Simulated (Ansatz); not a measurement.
## Kohn anomalies in YSb (Fm-3m)

Does YSb (Fm-3m) have a Kohn anomaly or a soft branch that a wide smearing hides?

Program: Ansatz 0.2.0. Level of theory: DFT PBEsol, scalar-relativistic, plane waves, PAW. Results are calculated unless marked as measured.

### Step 1. Set-up

Symmetry: Fm-3m, No. 225, cubic system. The conventional cell has a = 6.190 Å, b = 6.190 Å, c = 6.190 Å, α = 90.00°, β = 90.00°, γ = 90.00°. Y has 6 Sb at 3.10 Å nearest. Sb has 6 Y at 3.10 Å nearest. Farther neighbours are not listed.

As a file:

```
Y Sb
1.0
     0.00000    3.09500    3.09500
     3.09500    0.00000    3.09500
     3.09500    3.09500    0.00000
Y Sb
1 1
Cartesian
  3.0950 3.0950 3.0950
  0.0000 0.0000 0.0000
```

### Step 2. Relaxing cell and atoms

The structure is brought to rest under this functional.

input.yaml reads:

```yaml
crystal:
  lattice:
    - [0.0, 3.095, 3.095]
    - [3.095, 0.0, 3.095]
    - [3.095, 3.095, 0.0]
  atoms:
    - { symbol: "Y", position: [0.5, 0.5, 0.5] }
    - { symbol: Sb, position: [0.0, 0.0, 0.0] }
kpoints:
  mp_grid: { grid: [8, 8, 8] }
hamiltonian:
  xc: pbesol
scf:
  occupations: { method: gaussian, width: 0.1 }
output:
  forces: true
  stress: true
  eigenvalues: true
relax:
  adjacent_minimum: "off"
  f_tol: 0.005
  max_steps: 80
  cell: { stress_tol: 0.05 }
```

The run is started by

```sh
$ ansatz run input.yaml --threads 4 --pin off --max-ram 8192MiB --backend cpu --events-out ev --progress --plain --runs-dir out
```

Numbers of over 12 decimals in the logs are rounded to 6 here.

What it wrote:

```text
[the first part of the log is left out]
  E_xc         = -310.645238
  E_vxc        = -296.800614  (∫ρ·V_xc dr)
  E_paw        = -7274.811056  (= ΣΔE_a)
  E_vpaw       = -551.898560  (= ΣTr[D̂ρ^β])
  E_aug_tail   = 0.000001  (compensation charges beyond the density's cutoff)
  E_ewald      = -2289.939971
  E_core_change = 0.480630  (= ΣΔE_core)
  E_smearing   = -0.001795  (= −TS)
  E_closure    = -0.000000  (closes the sum)
  Σ components = -10205.578533   (vs F -10205.578533, Δ=0.00e0)
--- Forces (eV/Å), atoms counted from 1 ---
  atom   1  Y      0.00000000     0.00000000     0.00000000
  atom   2  Sb    -0.00000000     0.00000000    -0.00000000
  max |Σ_I F_I| component: 2.05e-29 eV/Å
--- Stress (GPa, compression-positive) ---
       -0.001679      -0.000000      -0.000000
       -0.000000      -0.001679      -0.000000
       -0.000000       0.000000      -0.001679
  P = ⅓ Tr σ = -0.0017 GPa (-0.017 kbar)
--- Band table (eV; the first three rows and the last of 29) ---
  k-point 0: bands = ["-32.3087", "-17.6067", "-17.6067", "-17.5702", "-17.5702", "-17.5702", "-12.3082", "-12.3082", "-12.3082", "0.3413", "11.1381", "11.1381", "11.1381", "11.4129", "11.4129", "11.4129", "12.0808"]
  k-point 1: bands = ["-32.3078", "-17.6079", "-17.6079", "-17.5702", "-17.5698", "-17.5698", "-12.3260", "-12.3066", "-12.3066", "0.5131", "9.6933", "10.1983", "10.1983", "11.6831", "11.6831", "11.9333", "13.1945"]
  k-point 2: bands = ["-32.3057", "-17.6109", "-17.6109", "-17.5699", "-17.5685", "-17.5685", "-12.3685", "-12.3028", "-12.3028", "0.9826", "7.9723", "9.2768", "9.2768", "12.1913", "12.1963", "12.1963", "14.8463"]
  k-point 28: bands = ["-32.3012", "-17.6108", "-17.6037", "-17.5682", "-17.5682", "-17.5636", "-12.3754", "-12.3754", "-12.3378", "1.7831", "7.8731", "7.8731", "8.0549", "12.7162", "12.7162", "13.2189", "14.0139"]
--- Relaxed structure (4 steps of the walk, 4 accepted, 1 SCFs on fresh bases) ---
  F+E_penalty+E_count = -10205.57853318 eV   max|allowed force component| = 1.078e-29 eV/Å   (the final SCF, on the basis selected at the relaxed cell)
  cell:  # Å, volume = 57.2591 Å³
    - [0, 3.059178, 3.059178]
    - [3.059178, 0, 3.059178]
    - [3.059178, 3.059178, 0]
  atoms:
    - { symbol: Y, position: [0.5, 0.5, 0.5] }
    - { symbol: Sb, position: [0, 0, 0] }
```

Wall time 2.2 s (4 threads of Arm Neoverse V2, shared host); peak memory 0.37 GiB; 7.4 s of CPU time.

The steps of the relaxation:

| step | energy less that of the first step (eV) | largest force component (eV/Å) | pressure (GPa) | volume (Å³) |
| --- | --- | --- | --- | --- |
| 1 | 0.0000 | 0.0000 | -2.14 | 59.29 |
| 2 | -0.0057 | 0.0000 | 1.87 | 55.73 |
| 3 | -0.0142 | 0.0000 | -0.09 | 57.34 |
| 4 | -0.0143 | 0.0000 | 0.00 | 57.26 |
| 5 | -0.0140 | 0.0000 | 0.00 | 57.26 |

The log counts 1 steps on a newly chosen plane-wave basis, not all of them marked here; energy and pressure can jump at such steps.

| conventional cell, symmetrised | before | after | change |
| --- | --- | --- | --- |
| a (Å) | 6.190 | 6.118 | -1.2 % |
| b (Å) | 6.190 | 6.118 | -1.2 % |
| c (Å) | 6.190 | 6.118 | -1.2 % |
| volume (Å³/atom) | 29.65 | 28.63 | -3.4 % |

The relaxed structure:

```cif
data_structure
_symmetry_space_group_name_H-M 'P 1'
_symmetry_Int_Tables_number 1
_cell_length_a 4.3263
_cell_length_b 4.3263
_cell_length_c 4.3263
_cell_angle_alpha 60.000
_cell_angle_beta 60.000
_cell_angle_gamma 60.000
_cell_volume 57.26
loop_
_atom_site_label
_atom_site_type_symbol
_atom_site_fract_x
_atom_site_fract_y
_atom_site_fract_z
_atom_site_occupancy
Y1 Y 0.50000 0.50000 0.50000 1
Sb2 Sb 0.00000 0.00000 0.00000 1
```

This step gave:

| Item | Value |
| --- | --- |
| pressure | -0.001679 GPa |
| volume per atom | 28.63 Å³ |
| metallic on mesh | yes |
| gap on the k-mesh | 0 eV |

The largest force is now zero by symmetry and the largest stress component 0.0017 GPa, small enough for phonons.

### Step 3. Phonons along a line: Fermi–Dirac smearing of 0.1 eV

The smearing blurs the Fermi surface that screens the phonons; a Fermi–Dirac width is an electronic temperature.

input.yaml reads:

```yaml
crystal:
  lattice:
    - [0.0, 3.0591781803, 3.0591781803]
    - [3.0591781803, 0.0, 3.0591781803]
    - [3.0591781803, 3.0591781803, 0.0]
  atoms:
    - { symbol: "Y", position: [0.5, 0.5, 0.5] }
    - { symbol: Sb, position: [0.0, 0.0, 0.0] }
kpoints:
  mp_grid: { grid: [16, 16, 16] }
hamiltonian:
  xc: pbesol
scf:
  occupations: { method: fermi_dirac, width: 0.1 }
output:
  eigenvalues: true
phonons:
  method: dfpt
  qpoints:
    - [0, 0, 0]
    - [0.0625, 0.0, 0.0625]
    - [0.1875, 0.0, 0.1875]
    - [0.3125, 0.0, 0.3125]
    - [0.4375, 0.0, 0.4375]
```

What it wrote:

```text
[...]
Crystal: 2 atoms, lattice volume = 57.259 Å³
Basis set: ecut = 420 eV, 1139 PW (Γ), exchange–correlation on 60×60×60 points (8 copies of the dense FFT grid, shifted against one another)
Bands: 17, of which v1, the nominal top of the filled ones, is band 13 counted from 1 (12 counted from 0)
Symmetry: 48 space group operations
k-points: 145 of 4096
[...]
SCF iter   1: F=—  HF=-10205.585848 eV  |F-HF|=—  |Δ(HF+E_count)|=         —  Δρ=2.33e-3  dr2=2.24e-3  ethr=1.77e-3  ⟨swp⟩=6.0  Hψ=12257  notcnv=0
[...]
SCF iter  10: F=-10205.583852 eV  HF=-10205.583852 eV  |F-HF|=3.64e-12  |Δ(HF+E_count)|=  9.09e-12  Δρ=6.95e-9  dr2=2.62e-14  ethr=1.00e-12  ⟨swp⟩=5.8  Hψ=9540  notcnv=0
SCF 1 converged in 10 iterations: F = -10205.583852 eV  dr2 = 2.62e-14
[...]
NSCF: frozen V_eff on 145 k-points
WARN: eigensolver did not converge in 5 slots of this pass, the one above among them; of largest residual over every band (k=61): 1 band(s) unlocked (lowest unlocked band 16, counted from 0; max residual 6.48e-5 eV among the unlocked bands, 6.48e-5 eV over every band); of lowest unlocked band (k=32): band 16
[...]
DFPT response loops at q = (0, 0, 0) (fractional): preconditioner auto → Kerker (q_TF=auto, 2.392 Å⁻¹) (partly filled bands, converged f_vac=0.000); β = 1.00, the filter's whole step (`scf.mixing.beta` (0.50) is not read by the response loops under this deck's `scf.mixing.preconditioner`; to damp them name `kerker` or `kerker_dos`, under which they read `scf.mixing.beta`, and type it under 1.00, their step now; both keys bind the ground state too); Broyden in place of MSR1
[...]
SCF converged after 10 iterations
Free energy (F): -10205.583852 eV
[...]
Internal energy: -10205.573197 eV  (E = F + TS)
E sigma→0 (E₀):  -10205.578525 eV
Entropy (-TS):   -0.010655 eV (-5.327 meV/atom)
Fermi energy:    10.340158 eV
[...]
--- Band table (eV; the first three rows and the last of 145) ---
  k-point 0: bands = [... 9 lower, 0.3364, 11.1330, 11.1330, 11.1330, 11.4140, 11.4140, 11.4140, 12.0819]
  k-point 1: bands = [... 9 lower, 0.3800, 10.5418, 10.7419, 10.7419, 11.5308, 11.5308, 11.7327, 12.4685]
  k-point 2: bands = [... 9 lower, 0.5081, 9.6903, 10.1955, 10.1955, 11.6842, 11.6842, 11.9329, 13.1936]
  k-point 144: bands = [... 9 lower, 1.7769, 7.8709, 7.8709, 8.0522, 12.7166, 12.7166, 13.2197, 14.0165]
--- Phonons (Γ-DFPT): 2 representative perturbations + reference (Σ response iterations 6) ---
  ASR residual: 5.995e-5 → 0.000e0 eV/Å²; symmetrization residual: 7.477e-6 eV/Å²
  ASR residual per site (eV/Å²): 5.99e-5 3.77e-6
  Γ frequencies (cm⁻¹): 0.00 0.00 0.00 169.21 169.21 169.21
  non-analytic LO–TO correction: not included (Born effective charges unavailable; polar crystals: no LO–TO splitting at Γ)
--- Phonons (arbitrary-q DFPT): 5 explicit q-points ---
  q = [0, 0, 0] (of the zone-centre solve; hermiticity 2.76e-6, symmetrization 1.02e-12): -0.00 0.00 0.00 169.21 169.21 169.21
  q = [0.0625, 0, 0.0625] (4 solved perturbations in 3616 linear systems a pass and spin channel, the states on 1160 of 4096 k-point pairs; hermiticity 2.67e-6, symmetrization 4.65e-11): 12.99 12.99 34.68 166.02 168.91 168.91
[...]
sum rule: each row above includes the acoustic sum rule's correction from the zone centre's row sums; it moved no ω² by more than (0.43 cm⁻¹)²
```

Elapsed: 4.3 min, on 4 threads; peak memory 2.6 GiB.

In the SCF lines HF is the Harris–Foulkes energy and dr2 the Hartree energy of the density residual, in eV; the loop may stop once dr2 is under the threshold and the program's other checks hold. Hψ counts applications of the Hamiltonian.

Each wavevector solved by linear response. The frequency by |q| along the line:

| \|q\| along the line (Å⁻¹) | mode 1 = mode 2 (cm⁻¹) | mode 3 (cm⁻¹) | mode 4 (cm⁻¹) | mode 5 (cm⁻¹) | mode 6 (cm⁻¹) |
| --- | --- | --- | --- | --- | --- |
| 0.000 | 0 | 0 | 169 | 169 | 169 |
| 0.128 | 13.0 | 34.7 | 166 | 169 | 169 |
| 0.385 | 35.6 | 97.4 | 161 | 169 | 169 |
| 0.642 | 52.9 | 125 | 146 | 168 | 168 |
| 0.899 | 62.7 | 81.8 | 164 | 164 | 171 |

### Step 4. Phonons along a line: Fermi–Dirac smearing of 0.25 eV

The smearing blurs the Fermi surface that screens the phonons; a Fermi–Dirac width is an electronic temperature.

input.yaml: that of step 3 with these lines changed.

```diff
@@ -13,3 +13,3 @@
 scf:
-  occupations: { method: fermi_dirac, width: 0.1 }
+  occupations: { method: fermi_dirac, width: 0.25 }
 output:
```

Wider smearing eases the sum over k-points of a metal but moves the result away from its zero-temperature value.

What it wrote:

```text
band count auto-derived: 19 (N_el = 26.0; filled up to band 13; 17 by the electrons, moments and atoms)
[...]
Crystal: 2 atoms, lattice volume = 57.259 Å³
Basis set: ecut = 420 eV, 1139 PW (Γ), exchange–correlation on 60×60×60 points (8 copies of the dense FFT grid, shifted against one another)
Bands: 19, of which v1, the nominal top of the filled ones, is band 13 counted from 1 (12 counted from 0)
[... 1 set-up line as in the run before ...]
k-points: 145 of 4096
[...]
SCF iter   1: F=—  HF=-10205.620738 eV  |F-HF|=—  |Δ(HF+E_count)|=         —  Δρ=2.36e-3  dr2=2.52e-3  ethr=1.77e-3  ⟨swp⟩=5.2  Hψ=13271  notcnv=0
[...]
SCF iter   9: F=-10205.618718 eV  HF=-10205.618718 eV  |F-HF|=3.64e-12  |Δ(HF+E_count)|=  4.91e-11  Δρ=8.09e-8  dr2=2.04e-12  ethr=1.00e-12  ⟨swp⟩=5.0  Hψ=12084  notcnv=0
SCF 1 converged in 9 iterations: F = -10205.618718 eV  dr2 = 2.04e-12
[...]
SCF converged after 9 iterations
Free energy (F): -10205.618718 eV
[...]
Internal energy: -10205.518544 eV  (E = F + TS)
E sigma→0 (E₀):  -10205.568631 eV
Entropy (-TS):   -0.100174 eV (-50.087 meV/atom)
Fermi energy:    10.355216 eV
[...]
--- Band table (eV; the first three rows and the last of 145) ---
  k-point 0: bands = [... 9 lower, 0.3276, 11.1240, 11.1240, 11.1240, 11.4182, 11.4182, 11.4182, 12.0869, ... 2 higher]
  k-point 1: bands = [... 9 lower, 0.3712, 10.5367, 10.7366, 10.7366, 11.5342, 11.5342, 11.7332, 12.4706, ... 2 higher]
  k-point 2: bands = [... 9 lower, 0.4992, 9.6854, 10.1913, 10.1913, 11.6882, 11.6882, 11.9337, 13.1941, ... 2 higher]
  k-point 144: bands = [... 9 lower, 1.7660, 7.8673, 7.8673, 8.0481, 12.7192, 12.7192, 13.2236, 14.0247, ... 2 higher]
[...]
ASR residual: 4.655e-4 → 0.000e0 eV/Å²; symmetrization residual: 6.490e-6 eV/Å²
  ASR residual per site (eV/Å²): 4.65e-4 1.95e-5
  Γ frequencies (cm⁻¹): 0.00 0.00 0.00 170.44 170.44 170.44
[...]
--- Phonons (arbitrary-q DFPT): 5 explicit q-points ---
[...]
```

The job ended after 4.8 min (4 threads; peak memory 2.9 GiB; 19 min of CPU time).

Each wavevector solved by linear response. The frequency by |q| along the line:

| \|q\| along the line (Å⁻¹) | mode 1 = mode 2 (cm⁻¹) | mode 3 (cm⁻¹) | mode 4 (cm⁻¹) | mode 5 (cm⁻¹) | mode 6 (cm⁻¹) |
| --- | --- | --- | --- | --- | --- |
| 0.000 | 0 | 0 | 170 | 170 | 170 |
| 0.128 | 12.5 | 34.7 | 168 | 170 | 170 |
| 0.385 | 34.7 | 97.2 | 155 | 171 | 171 |
| 0.642 | 51.6 | 121 | 146 | 170 | 170 |
| 0.899 | 61.2 | 79.3 | 168 | 168 | 171 |

Against step 3 (now smearing width 0.25 eV), the free energy moves by -17.4 meV an atom.

### Step 5. Phonons along a line: Fermi–Dirac smearing of 0.04 eV

The smearing blurs the Fermi surface that screens the phonons; a Fermi–Dirac width is an electronic temperature.

input.yaml: that of step 4 with these lines changed.

```diff
@@ -13,3 +13,3 @@
 scf:
-  occupations: { method: fermi_dirac, width: 0.25 }
+  occupations: { method: fermi_dirac, width: 0.04 }
 output:
```

Narrower smearing comes nearer the zero-temperature value but asks more of the mesh.

What it wrote:

```text
[...]
Crystal: 2 atoms, lattice volume = 57.259 Å³
Basis set: ecut = 420 eV, 1139 PW (Γ), exchange–correlation on 60×60×60 points (8 copies of the dense FFT grid, shifted against one another)
Bands: 17, of which v1, the nominal top of the filled ones, is band 13 counted from 1 (12 counted from 0)
[... 1 set-up line as in the run before ...]
k-points: 145 of 4096
[...]
SCF iter   1: F=—  HF=-10205.581215 eV  |F-HF|=—  |Δ(HF+E_count)|=         —  Δρ=2.32e-3  dr2=2.22e-3  ethr=1.77e-3  ⟨swp⟩=6.0  Hψ=12575  notcnv=0
[...]
SCF iter  10: F=-10205.579364 eV  HF=-10205.579364 eV  |F-HF|=1.82e-12  |Δ(HF+E_count)|=  1.82e-11  Δρ=9.14e-9  dr2=3.66e-14  ethr=1.00e-12  ⟨swp⟩=6.0  Hψ=10287  notcnv=0
SCF 1 converged in 10 iterations: F = -10205.579364 eV  dr2 = 3.66e-14
[...]
SCF converged after 10 iterations
Free energy (F): -10205.579364 eV
[...]
Internal energy: -10205.577531 eV  (E = F + TS)
E sigma→0 (E₀):  -10205.578447 eV
Entropy (-TS):   -0.001832 eV (-0.916 meV/atom)
Fermi energy:    10.348507 eV
[...]
--- Band table (eV; the first three rows and the last of 145) ---
  k-point 0: bands = [... 9 lower, 0.3375, 11.1342, 11.1342, 11.1342, 11.4137, 11.4137, 11.4137, 12.0816]
  k-point 1: bands = [... 9 lower, 0.3811, 10.5425, 10.7427, 10.7427, 11.5305, 11.5305, 11.7327, 12.4685]
  k-point 2: bands = [... 9 lower, 0.5092, 9.6910, 10.1961, 10.1961, 11.6838, 11.6838, 11.9329, 13.1937]
  k-point 144: bands = [... 9 lower, 1.7783, 7.8714, 7.8714, 8.0528, 12.7164, 12.7164, 13.2194, 14.0157]
[...]
ASR residual: 2.667e-5 → 0.000e0 eV/Å²; symmetrization residual: 7.996e-6 eV/Å²
  ASR residual per site (eV/Å²): 2.67e-5 4.41e-6
  Γ frequencies (cm⁻¹): 0.00 0.00 0.00 169.01 169.01 169.01
[...]
--- Phonons (arbitrary-q DFPT): 5 explicit q-points ---
[...]
```

It took 4.2 min on 4 threads; peak memory 2.6 GiB.

Each wavevector solved by linear response. The frequency by |q| along the line:

| \|q\| along the line (Å⁻¹) | mode 1 = mode 2 (cm⁻¹) | mode 3 (cm⁻¹) | mode 4 (cm⁻¹) | mode 5 (cm⁻¹) | mode 6 (cm⁻¹) |
| --- | --- | --- | --- | --- | --- |
| 0.000 | 0 | 0 | 169 | 169 | 169 |
| 0.128 | 12.9 | 34.7 | 164 | 168 | 168 |
| 0.385 | 35.7 | 97.4 | 161 | 169 | 169 |
| 0.642 | 53.0 | 125 | 146 | 168 | 168 |
| 0.899 | 62.8 | 82.1 | 163 | 163 | 171 |

Against step 3 (now smearing width 0.04 eV), the free energy moves by +2.2 meV an atom.

### Step 6. Phonons along a line: Methfessel–Paxton smearing of 0.2 eV

The smearing blurs the Fermi surface that screens the phonons; a Methfessel–Paxton width blurs it less than a thermal one.

input.yaml: that of step 5 with these lines changed.

```diff
@@ -13,3 +13,3 @@
 scf:
-  occupations: { method: fermi_dirac, width: 0.04 }
+  occupations: { method: methfessel_paxton, width: 0.2 }
 output:
```

What it wrote:

```text
[...]
Crystal: 2 atoms, lattice volume = 57.259 Å³
Basis set: ecut = 420 eV, 1139 PW (Γ), exchange–correlation on 60×60×60 points (8 copies of the dense FFT grid, shifted against one another)
Bands: 17, of which v1, the nominal top of the filled ones, is band 13 counted from 1 (12 counted from 0)
[... 1 set-up line as in the run before ...]
k-points: 145 of 4096
[...]
SCF iter   1: F=—  HF=-10205.580601 eV  |F-HF|=—  |Δ(HF+E_count)|=         —  Δρ=2.32e-3  dr2=2.23e-3  ethr=1.77e-3  ⟨swp⟩=5.3  Hψ=11648  notcnv=0
[...]
SCF iter  10: F=-10205.578629 eV  HF=-10205.578629 eV  |F-HF|=3.64e-12  |Δ(HF+E_count)|=  1.09e-11  S|Δr|=    0.00e0  Δρ=7.68e-9  dr2=2.55e-14  ethr=1.00e-12  ⟨swp⟩=6.0  Hψ=10031  notcnv=0
SCF 1 converged in 10 iterations: F = -10205.578629 eV  dr2 = 2.55e-14
[...]
SCF converged after 10 iterations
Stability not checked: this state was not tested for a lower state beside it, because cold or Methfessel-Paxton smearing, or corrected tetrahedra, fill the levels in a way that the test cannot read (fill_not_monotonic; see scf.lower_state_search)
Free energy (F): -10205.578629 eV
[...]
Internal energy: -10205.578378 eV  (E = F + TS)
E sigma→0 (E₀):  -10205.578566 eV
Entropy (-TS):   -0.000251 eV (-0.125 meV/atom)
Fermi energy:    10.347468 eV
[...]
--- Band table (eV; the first three rows and the last of 145) ---
  k-point 0: bands = [... 9 lower, 0.3377, 11.1343, 11.1343, 11.1343, 11.4136, 11.4136, 11.4136, 12.0815]
  k-point 1: bands = [... 9 lower, 0.3813, 10.5426, 10.7428, 10.7428, 11.5304, 11.5304, 11.7327, 12.4684]
  k-point 2: bands = [... 9 lower, 0.5094, 9.6911, 10.1962, 10.1962, 11.6837, 11.6837, 11.9329, 13.1937]
  k-point 144: bands = [... 9 lower, 1.7785, 7.8715, 7.8715, 8.0529, 12.7164, 12.7164, 13.2193, 14.0156]
[...]
ASR residual: 3.968e-6 → 0.000e0 eV/Å²; symmetrization residual: 7.448e-6 eV/Å²
  ASR residual per site (eV/Å²): 1.57e-6 3.97e-6
  Γ frequencies (cm⁻¹): 0.00 0.00 0.00 169.23 169.23 169.23
[...]
--- Phonons (arbitrary-q DFPT): 5 explicit q-points ---
[...]
```

Wall time 4.3 min (4 threads); peak memory 2.7 GiB.

Each wavevector solved by linear response. The frequency by |q| along the line:

| \|q\| along the line (Å⁻¹) | mode 1 = mode 2 (cm⁻¹) | mode 3 (cm⁻¹) | mode 4 (cm⁻¹) | mode 5 (cm⁻¹) | mode 6 (cm⁻¹) |
| --- | --- | --- | --- | --- | --- |
| 0.000 | 0 | 0 | 169 | 169 | 169 |
| 0.128 | 13.0 | 34.7 | 165 | 169 | 169 |
| 0.385 | 35.8 | 97.4 | 162 | 169 | 169 |
| 0.642 | 53 | 125 | 146 | 168 | 168 |
| 0.899 | 62.8 | 82.1 | 162 | 162 | 171 |

Against step 3 (now occupations Methfessel-Paxton and smearing width 0.2 eV), the free energy moves by +2.6 meV an atom.

### Step 7. The lowest branch at each setting

Table of lowest frequency by |q| along the line:

| \|q\| along the line (Å⁻¹) | fermi dirac 0.1 eV, k 16x16x16 (cm⁻¹) | fermi dirac 0.25 eV, k 16x16x16 (cm⁻¹) | fermi dirac 0.04 eV, k 16x16x16 (cm⁻¹) | methfessel paxton 0.2 eV, k 16x16x16 (cm⁻¹) |
| --- | --- | --- | --- | --- |
| 0.000 | 0 | 0 | 0 | 0 |
| 0.128 | 13.0 | 12.5 | 12.9 | 13.0 |
| 0.385 | 35.6 | 34.7 | 35.7 | 35.8 |
| 0.642 | 52.9 | 51.6 | 53.0 | 53 |
| 0.899 | 62.7 | 61.2 | 62.8 | 62.8 |

### Step 8. Results

```yaml
phonon_run_of_the_rows_without_a_label_of_their_own: PBEsol, k 16×16×16
lowest_branch_at_the_last_solved_point_fermi_dirac_0p1_ev: 62.7 cm⁻¹ at |q| = 0.899 Å⁻¹
lowest_branch_at_the_last_solved_point_fermi_dirac_0p25_ev: 61.2 cm⁻¹ at |q| = 0.899 Å⁻¹
lowest_branch_at_the_last_solved_point_fermi_dirac_0p04_ev: 62.8 cm⁻¹ at |q| = 0.899 Å⁻¹
lowest_branch_at_the_last_solved_point_methfessel_paxton_0p2_ev: 62.8 cm⁻¹ at |q| = 0.899 Å⁻¹
```

**Reading.** No branch softens by more than 4 % of the top frequency as the smearing narrows, so no anomaly that hangs on the smearing shows at these points. The line holds 5 wavevectors, so a narrow dip between them would be missed. Between Fermi–Dirac 0.25 eV and Fermi–Dirac 0.04 eV the largest change, with modes counted by rank of frequency, is in mode 4 at |q| = 0.385 Å⁻¹, from 155 to 161 cm⁻¹. Where branches cross, a count by rank can hide a softening. At the narrowest width the k mesh may not resolve the Fermi surface, so part of the change can be mesh noise.

[Logs are printed without paths, hosts, clocks, repeated set-up lines and the standing remarks that a program may print on its own settings, such as how far it seeks lower states.]

[Hosts, paths, dates, database ids (printed as entryN), source tags and the programs' standing remarks are cut or masked in the printed files.]
